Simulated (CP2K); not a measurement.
Two runs for the C K edge of trichloroethylene. Run A: CP2K XAS_TDP, all-electron GAPW, PBEh(45%), aug-pc-1, TDA, no relativity. Run B differs in one setting.

First lines with a strength over 0.0015. A:

| atom | energy (eV) | states | strength, one atom |
| --- | --- | --- | --- |
| C2 (bonded to C, Cl and H) | 282.08 | 1 | 0.0548 |
|  | 283.78 | 1 | 0.0457 |
|  | 285.74 | 1 | 0.0157 |
|  | 287.65 | 1 | 0.0046 |
|  | 287.66 | 1 | 0.0055 |
| C3 (bonded to C and 2 Cl) | 283.34 | 1 | 0.0586 |
|  | 284.87 | 1 | 0.0569 |
|  | 285.06 | 1 | 0.0379 |
|  | 288.45 | 1 | 0.0063 |
|  | 288.93 | 1 | 0.0030 |

B:

| atom | energy (eV) | states | strength, one atom |
| --- | --- | --- | --- |
| C2 (bonded to C, Cl and H) | 281.98 | 1 | 0.0556 |
|  | 283.77 | 1 | 0.0475 |
|  | 285.94 | 1 | 0.0162 |
|  | 286.29 | 1 | 0.0036 |
|  | 288.79 | 1 | 0.0220 |
| C3 (bonded to C and 2 Cl) | 283.21 | 1 | 0.0598 |
|  | 284.81 | 1 | 0.0574 |
|  | 285.00 | 1 | 0.0419 |
|  | 288.69 | 1 | 0.0092 |
|  | 290.33 | 1 | 0.0144 |

Which was it: scalar relativity switched on, the functional, GW2X switched on, the basis?

The basis (basis from aug-pc-1 to pc-1; the lines alone don't name the new value). A basis moves diffuse and continuum lines far more than the leading valence line. Against PBEh(45%) in aug-pc-1, the leading lines move by -0.10 eV (C2, to 281.98) and -0.13 eV (C3, to 283.21). The next line of C2 over the strength cut lies 1.79 eV higher, against 1.70.

[Hosts, paths, dates, database ids (printed as entryN), source tags and the programs' standing remarks are cut or masked in the printed files.]
